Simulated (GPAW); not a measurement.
## How InF (model structure) absorbs and reflects light

Aim: the dielectric function of InF (model structure), and the optical constants that follow from it. The cell was made here by substitution or stacking, whether or not such a phase is known. It was built so: All Cl replaced by F in the Cmcm structure of InCl. The cell given below was relaxed beforehand with Ansatz.

Calculated with GPAW 26.7.0; DFT, PBE, plane-wave PAW (GPAW data sets), scalar-relativistic, RPA, optical limit.

Report form: the programs' logs are mostly left out.

## 1. The starting structure

The structure is orthorhombic, space group Cmcm (No. 63). Conventional cell: a = 3.690 Å, b = 13.632 Å, c = 3.719 Å, α = 90.00°, β = 90.00°, γ = 90.00°. Nearest to In lie 1 F at 2.32 Å. Nearest to F lie 1 In at 2.32 Å. All Cl replaced by F in the Cmcm structure of InCl. Farther neighbours and most contacts between anions are not listed.

## 2. Ground state

The self-consistent density comes first; it also tells whether there is a gap, which decides the occupations and the need for a Drude term.

This step: DFT, PBE, plane-wave PAW (GPAW data sets), scalar-relativistic, ground state (GPAW 26.7.0).

The input, gs.py:

```python
from ase import Atoms
from ase.dft.bandgap import bandgap
from gpaw import GPAW, PW, FermiDirac

atoms = Atoms(['In', 'In', 'F', 'F'],
              cell=[[1.84507369, -6.81587962, 0.00000000],
                    [1.84507369, 6.81587962, 0.00000000],
                    [0.00000000, 0.00000000, 3.71922436]],
              scaled_positions=[[0.63548864, 0.36451136, 0.25000000],
                                [0.36451136, 0.63548864, 0.75000000],
                                [0.19425191, 0.80574809, 0.75000000],
                                [0.80574809, 0.19425191, 0.25000000]],
              pbc=[True, True, True])
atoms.calc = GPAW(mode=PW(500), xc='PBE', kpts={'size': (6, 6, 6), 'gamma': True},
                  occupations=FermiDirac(0.05), maxiter=150, txt='gs.txt')
print('energy (eV)', atoms.get_potential_energy())
print('Fermi level (eV)', atoms.calc.get_fermi_level())
print('valence electrons', atoms.calc.get_number_of_electrons())
print('gap (eV)', bandgap(atoms.calc, output=None)[0])
print('direct gap (eV)', bandgap(atoms.calc, direct=True, output=None)[0])
atoms.calc.write('gs.gpw')
```

Command:

```
> OMP_NUM_THREADS=1 python gs.py
```

The job ended after 81 s (1 thread of Arm Neoverse V2, shared host; peak memory 0.27 GiB).

Read-outs, printed or worked out from the files:

- energy: -15.39 eV
- Fermi energy: 3.178 eV
- gap on the k-mesh: 1.549 eV
- direct gap on the mesh: 1.550 eV
- electrons: 40

There is a gap, 1.55 eV on this mesh (points off the mesh can give less), so no carriers' term is needed.

## 3. Bands for the response

The response needs many more empty bands than the density does.

This step: DFT, PBE, plane-wave PAW (GPAW data sets), scalar-relativistic, bands at fixed density (GPAW 26.7.0).

The input, nscf.py:

```python
from ase.dft.bandgap import bandgap
from gpaw import GPAW, FermiDirac

calc = GPAW('gs.gpw').fixed_density(kpts={'size': (8, 8, 8), 'gamma': True}, nbands=42, convergence={'bands': 36},
                                    occupations=FermiDirac(0.001), txt='nscf.txt')
print('gap (eV)', bandgap(calc, output=None)[0])
print('direct gap (eV)', bandgap(calc, direct=True, output=None)[0])
calc.write('full.gpw', mode='all')
```

Command:

```
> OMP_NUM_THREADS=1 python nscf.py
```

It took 6.1 min on 1 thread; peak memory 0.52 GiB.

Read-outs, printed or worked out from the files:

* gap on the k-mesh: 1.518 eV
* direct gap on the mesh: 1.531 eV

## 4. Dielectric function, RPA

Local fields let the induced charge screen the field inside the cell, which as a rule lowers ε, most along directions where the density is uneven.

This step: DFT, PBE, plane-wave PAW (GPAW data sets), scalar-relativistic, RPA, optical limit (GPAW 26.7.0).

The input, df.py:

```python
from gpaw.response.df import DielectricFunction

df = DielectricFunction('full.gpw', frequencies={'type': 'nonlinear', 'domega0': 0.03, 'omega2': 8},
                        ecut=30,
                        eta=0.15,
                        nbands=36,
                        txt='df.txt')
for direction in ['x', 'y', 'z']:
    df.get_dielectric_function(xc='RPA', direction=direction, filename=f'df_{direction}.csv')
```

Command:

```
> OMP_NUM_THREADS=1 python df.py
```

Run time: 62 s. Hardware: 1 thread; peak memory 0.32 GiB.

Read-outs, printed or worked out from the files:

```
electronic dielectric constant ε∞, mean over x, y and z (by symmetry where fewer were run) : 4.588
```

Some rows of df_x.csv (energy; Re and Im without local fields; Re and Im with them):

```text
0.000000, 5.554336, 0.000000, 4.573283, 0.000000
0.366838, 5.599116, 0.037454, 4.603418, 0.025170
0.747880, 5.748605, 0.083374, 4.703668, 0.055729
1.143969, 6.047750, 0.151456, 4.902794, 0.100308
1.556014, 6.600615, 0.284792, 5.265254, 0.187294
1.984998, 7.704223, 0.611127, 5.969948, 0.386777
2.431988, 10.341153, 2.936257, 7.626716, 1.769695
2.898142, 6.888869, 7.620676, 5.677210, 4.806603
3.384719, 4.464281, 7.295869, 4.095294, 4.245895
3.893091, 0.410158, 9.208781, 3.979992, 6.195604
4.424758, -0.827754, 5.717716, 1.742057, 5.174031
4.981356, -0.671350, 1.826463, -0.519127, 2.303652
5.564682, 1.126309, 2.821372, 1.544408, 2.529285
6.176709, -0.210873, 2.615247, 0.373622, 3.054437
6.819608, 0.037983, 1.843798, 0.049062, 1.868250
7.495775, 0.805343, 1.734553, 0.878180, 1.441221
8.207861, 0.074796, 1.961820, 0.564411, 2.084295
8.958808, -0.033536, 1.545752, 0.239462, 1.820468
9.751884, -0.042777, 1.097427, -0.035772, 1.354580
10.590737, 0.229051, 1.019965, 0.221502, 1.130067
11.479449, 0.168421, 0.729510, 0.179252, 0.777700
```

The Im ε has structure finer than the step of the table below, so its rows give means over 0.25 eV, whole bins alone (the curve runs from 0 to 11.9 eV). Peaks (eV: height): E ∥ x 2.938: 4.84, 4.068: 6.62, 4.607: 6.16, 5.867: 3.32; E ∥ y 3.850: 6.26; E ∥ z 3.385: 7.32, 5.125: 5.01.

Sum at mesh points, not converged in k; values under the direct gap are tails of Lorentzian lines. Table of Im ε by photon energy; means over each step:

| photon energy (eV) | E ∥ x | E ∥ y | E ∥ z |
| --- | --- | --- | --- |
| 0.25 | 0.0170 | 0.0157 | 0.0179 |
| 0.50 | 0.0352 | 0.0328 | 0.0370 |
| 0.75 | 0.0561 | 0.0536 | 0.0587 |
| 1.00 | 0.0822 | 0.0834 | 0.0852 |
| 1.25 | 0.117 | 0.142 | 0.119 |
| 1.50 | 0.172 | 0.310 | 0.168 |
| 1.75 | 0.256 | 0.453 | 0.242 |
| 2.00 | 0.410 | 0.446 | 0.372 |
| 2.25 | 0.856 | 0.803 | 0.656 |
| 2.50 | 2.40 | 1.05 | 1.55 |
| 2.75 | 4.32 | 1.71 | 4.05 |
| 3.00 | 4.66 | 2.54 | 6.56 |
| 3.25 | 4.42 | 3.78 | 7.10 |
| 3.50 | 4.06 | 5.23 | 6.63 |
| 3.75 | 5.29 | 5.80 | 5.89 |
| 4.00 | 6.43 | 5.99 | 6.09 |
| 4.25 | 5.37 | 5.05 | 4.26 |
| 4.50 | 5.63 | 4.95 | 3.16 |
| 4.75 | 4.61 | 4.97 | 3.51 |
| 5.00 | 2.31 | 5.29 | 4.71 |
| 5.25 | 1.93 | 4.81 | 4.22 |
| 5.50 | 2.40 | 3.81 | 2.27 |
| 5.75 | 3.06 | 3.08 | 2.11 |
| 6.00 | 3.24 | 2.55 | 2.09 |
| 6.25 | 2.95 | 3.04 | 2.04 |
| 6.50 | 2.52 | 2.70 | 2.33 |
| 6.75 | 2.00 | 2.63 | 2.38 |
| 7.00 | 1.63 | 2.57 | 2.02 |
| 7.25 | 1.50 | 2.04 | 1.92 |
| 7.50 | 1.48 | 1.64 | 1.96 |
| 7.75 | 1.80 | 1.59 | 1.93 |
| 8.00 | 2.01 | 1.44 | 1.88 |
| 8.25 | 2.03 | 1.42 | 1.76 |
| 8.50 | 1.84 | 1.32 | 1.74 |
| 8.75 | 1.85 | 1.26 | 1.72 |
| 9.00 | 1.79 | 1.15 | 1.48 |
| 9.25 | 1.64 | 1.06 | 1.20 |
| 9.50 | 1.46 | 0.926 | 1.05 |
| 9.75 | 1.33 | 0.890 | 1.13 |
| 10.00 | 1.05 | 0.806 | 1.04 |
| 10.25 | 1.04 | 0.779 | 1.08 |
| 10.50 | 1.13 | 0.767 | 1.16 |
| 10.75 | 1.08 | 0.745 | 1.02 |
| 11.00 | 0.949 | 0.740 | 0.983 |
| 11.25 | 0.830 | 0.811 | 0.919 |
| 11.50 | 0.761 | 0.904 | 0.844 |

The reflectivity at normal incidence has structure finer than the step of the table below, so its rows give means over 0.25 eV, whole bins alone (the curve runs from 0 to 11.9 eV). Peaks (eV: height): E ∥ x 2.741: 25.1, 4.112: 30.2, 4.746: 37.4, 6.441: 22.5, 9.820: 18.6, 10.881: 14.6; E ∥ y 3.893: 27.6, 5.318: 30.4, 6.387: 24.6, 7.210: 27.0; E ∥ z 3.426: 30.8, 4.112: 32.9, 5.318: 35.3, 6.820: 17.7, 8.959: 18.4, 10.591: 12.6.

Sum at mesh points, not converged in k. Table of reflectivity at normal incidence by photon energy; means over each step:

| photon energy (eV) | E ∥ x (%) | E ∥ y (%) | E ∥ z (%) |
| --- | --- | --- | --- |
| 0.25 | 13.2 | 12.7 | 13.8 |
| 0.50 | 13.4 | 12.9 | 14.0 |
| 0.75 | 13.6 | 13.1 | 14.2 |
| 1.00 | 14.0 | 13.5 | 14.6 |
| 1.25 | 14.5 | 14.1 | 15.2 |
| 1.50 | 15.3 | 14.7 | 15.9 |
| 1.75 | 16.3 | 15.0 | 16.9 |
| 2.00 | 17.8 | 15.9 | 18.3 |
| 2.25 | 20.2 | 17.1 | 20.4 |
| 2.50 | 23.4 | 18.2 | 23.8 |
| 2.75 | 24.9 | 20.1 | 27.6 |
| 3.00 | 23.5 | 21.6 | 29.8 |
| 3.25 | 22.2 | 24.0 | 29.9 |
| 3.50 | 21.1 | 25.7 | 29.4 |
| 3.75 | 25.0 | 26.5 | 27.4 |
| 4.00 | 28.8 | 27.2 | 30.5 |
| 4.25 | 27.2 | 24.4 | 28.4 |
| 4.50 | 28.7 | 24.5 | 19.2 |
| 4.75 | 36.2 | 24.5 | 18.6 |
| 5.00 | 25.6 | 27.7 | 25.3 |
| 5.25 | 12.4 | 29.8 | 33.3 |
| 5.50 | 13.1 | 28.5 | 26.5 |
| 5.75 | 17.1 | 26.4 | 16.6 |
| 6.00 | 20.4 | 19.7 | 15.2 |
| 6.25 | 21.6 | 21.0 | 13.7 |
| 6.50 | 22.1 | 22.9 | 14.5 |
| 6.75 | 19.8 | 21.4 | 17.5 |
| 7.00 | 15.2 | 24.6 | 16.1 |
| 7.25 | 11.5 | 26.4 | 14.2 |
| 7.50 | 8.94 | 21.4 | 14.3 |
| 7.75 | 10.7 | 19.6 | 15.1 |
| 8.00 | 12.8 | 17.5 | 15.2 |
| 8.25 | 14.9 | 16.7 | 15.4 |
| 8.50 | 14.6 | 15.7 | 14.9 |
| 8.75 | 14.7 | 15.7 | 17.1 |
| 9.00 | 16.3 | 14.8 | 18.2 |
| 9.25 | 17.2 | 14.5 | 16.6 |
| 9.50 | 16.5 | 12.6 | 12.2 |
| 9.75 | 17.9 | 10.9 | 11.5 |
| 10.00 | 15.1 | 9.64 | 10.7 |
| 10.25 | 11.6 | 7.74 | 9.49 |
| 10.50 | 12.2 | 7.23 | 12.0 |
| 10.75 | 13.7 | 6.08 | 11.7 |
| 11.00 | 14.3 | 5.33 | 11.4 |
| 11.25 | 13.6 | 5.24 | 11.9 |
| 11.50 | 12.7 | 6.10 | 12.2 |

The Im ε, E ∥ x has structure finer than the step of the table below, so its rows give means over 0.5 eV, whole bins alone (the curve runs from 0 to 11.9 eV). Peaks (eV: height): without local fields 3.76: 9.94, 5.77: 3.46; with local fields 2.94: 4.84, 4.07: 6.62, 4.61: 6.16, 5.87: 3.32.

Sum at mesh points, not converged in k; values under the direct gap are tails of Lorentzian lines. The Im ε, E ∥ x by photon energy; means over each step:

| photon energy (eV) | without local fields | with local fields |
| --- | --- | --- |
| 0.5 | 0.0530 | 0.0355 |
| 1.0 | 0.125 | 0.0833 |
| 1.5 | 0.268 | 0.176 |
| 2.0 | 0.701 | 0.441 |
| 2.5 | 4.06 | 2.45 |
| 3.0 | 7.40 | 4.59 |
| 3.5 | 8.03 | 4.35 |
| 4.0 | 8.01 | 6.08 |
| 4.5 | 5.05 | 5.44 |
| 5.0 | 2.01 | 2.56 |
| 5.5 | 2.66 | 2.42 |
| 6.0 | 3.01 | 3.19 |
| 6.5 | 2.16 | 2.50 |
| 7.0 | 1.71 | 1.67 |
| 7.5 | 1.83 | 1.54 |
| 8.0 | 2.10 | 1.99 |
| 8.5 | 1.78 | 1.87 |
| 9.0 | 1.52 | 1.79 |
| 9.5 | 1.20 | 1.48 |
| 10.0 | 0.936 | 1.09 |
| 10.5 | 1.00 | 1.10 |
| 11.0 | 0.907 | 0.957 |
| 11.5 | 0.701 | 0.750 |

Sum at mesh points, not converged in k; values under the direct gap are tails of Lorentzian lines. Loss function −Im 1/ε at q → 0 against energy loss; read off at these points:

| energy loss (eV) | E ∥ x | E ∥ y | E ∥ z |
| --- | --- | --- | --- |
| 0.000 | 0 | 0 | 0 |
| 0.250 | 8.0e-4 | 7.9e-4 | 7.9e-4 |
| 0.500 | 0.00164 | 0.00162 | 0.00160 |
| 0.750 | 0.00253 | 0.00256 | 0.00245 |
| 1.000 | 0.00352 | 0.00377 | 0.00339 |
| 1.250 | 0.00470 | 0.00587 | 0.00445 |
| 1.500 | 0.00631 | 0.0123 | 0.00570 |
| 1.750 | 0.00834 | 0.0185 | 0.00729 |
| 2.000 | 0.0110 | 0.0145 | 0.00947 |
| 2.250 | 0.0171 | 0.0247 | 0.0130 |
| 2.500 | 0.0367 | 0.0272 | 0.0211 |
| 2.750 | 0.0673 | 0.0380 | 0.0425 |
| 3.000 | 0.100 | 0.0494 | 0.0699 |
| 3.250 | 0.109 | 0.0599 | 0.0958 |
| 3.500 | 0.115 | 0.0864 | 0.131 |
| 3.750 | 0.102 | 0.0991 | 0.144 |
| 4.000 | 0.125 | 0.131 | 0.153 |
| 4.250 | 0.181 | 0.160 | 0.245 |
| 4.500 | 0.164 | 0.175 | 0.292 |
| 4.750 | 0.201 | 0.168 | 0.224 |
| 5.000 | 0.435 | 0.179 | 0.193 |
| 5.125 | 0.518 | 0.190 | 0.199 |
| 5.250 | 0.430 | 0.206 | 0.222 |
| 5.500 | 0.299 | 0.265 | 0.443 |
| 5.750 | 0.258 | 0.321 | 0.452 |
| 6.000 | 0.292 | 0.392 | 0.452 |
| 6.250 | 0.338 | 0.311 | 0.442 |
| 6.500 | 0.398 | 0.382 | 0.360 |
| 6.750 | 0.502 | 0.376 | 0.403 |
| 7.000 | 0.604 | 0.381 | 0.483 |
| 7.041 | 0.610 | 0.387 | 0.488 |
| 7.250 | 0.594 | 0.466 | 0.482 |
| 7.500 | 0.503 | 0.615 | 0.469 |
| 7.750 | 0.424 | 0.620 | 0.493 |
| 8.000 | 0.422 | 0.703 | 0.507 |
| 8.250 | 0.461 | 0.695 | 0.554 |
| 8.500 | 0.517 | 0.757 | 0.548 |
| 8.750 | 0.510 | 0.785 | 0.576 |
| 9.000 | 0.551 | 0.862 | 0.677 |
| 9.250 | 0.604 | 0.930 | 0.837 |
| 9.500 | 0.687 | 1.04 | 0.910 |
| 9.750 | 0.737 | 1.01 | 0.806 |
| 9.957 | 0.949 | 1.09 | 0.878 |
| 10.000 | 0.961 | 1.08 | 0.874 |
| 10.250 | 0.902 | 0.993 | 0.789 |
| 10.500 | 0.828 | 0.989 | 0.806 |
| 10.750 | 0.896 | 0.892 | 0.926 |
| 11.000 | 1.04 | 0.840 | 0.941 |
| 11.250 | 1.19 | 0.753 | 1.04 |
| 11.500 | 1.23 | 0.738 | 1.11 |
| 11.750 | 1.42 | 0.815 | 1.23 |

At chosen wavelengths:

| wavelength (nm) | n x | k x | R (%) x | 1/α x | n y | k y | R (%) y | 1/α y |
| --- | --- | --- | --- | --- | --- | --- | --- | --- |
| 1550 | 2.17 | 0.014 | 13.7 | 8.8 µm | 2.14 | 0.014 | 13.2 | 9.1 µm |
| 800 | 2.29 | 0.040 | 15.4 | 1.6 µm | 2.25 | 0.080 | 14.8 | 796 nm |
| 633 | 2.43 | 0.075 | 17.4 | 669 nm | 2.30 | 0.087 | 15.6 | 576 nm |
| 450 | 2.73 | 0.821 | 25.1 | 44 nm | 2.57 | 0.338 | 20.1 | 106 nm |
| 405 | 2.37 | 0.952 | 22.7 | 34 nm | 2.65 | 0.516 | 22.0 | 62 nm |
| 308 | 2.24 | 1.474 | 29.3 | 17 nm | 2.18 | 1.378 | 27.4 | 18 nm |
| 248 | 0.96 | 1.157 | 25.8 | 17 nm | 1.83 | 1.449 | 27.6 | 14 nm |

Below the direct gap, k and the depth come from the tails of the Lorentzian lines, not from transitions.

Rows near the edge hang on the gap, which this functional as a rule makes too small, and phonon-assisted absorption is left out.

## 5. Summary of results

```yaml
electronic_dielectric_constant_eps_infinity_mean_over_x_y_and_z_by_symmetry_where_fewer_were_run_rpa: 4.59
```

In words: At this level (PBE, RPA) InF has a mean ε∞ = 4.59 and n = 2.17 at 1550 nm (E ∥ x). On the mesh the gap is 1.52 eV and the least direct gap 1.53 eV. Local fields change the static value along x from 5.55 to 4.57 (-18 %). The static values by axis are 4.57 (x), 4.44 (y), 4.75 (z). Excitons and phonon-assisted transitions are missing; PBE gaps are as a rule too small, which pulls the onset down and ε∞ up. Spin-orbit coupling is left out although heavy atoms are present. The curves end at 12 eV, about where the summed bands run out. In this version of GPAW the matrix elements of the optical limit are incomplete, which can lower ε − 1 by up to a tenth where first-row anions or d states rule, and shift it by more in d metals. The sum runs over mesh points 0.22 Å⁻¹ apart with no interpolation, so peaks are partly noise of the mesh and static values carry its error.

[Machine, clock and banner lines and Python warnings are left out of the logs.]

[Logs are printed without paths, hosts, clocks, repeated set-up lines and the standing remarks that a program may print on its own settings, such as how far it seeks lower states.]

[Hosts, paths, dates, database ids (printed as entryN), source tags and the programs' standing remarks are cut or masked in the printed files.]
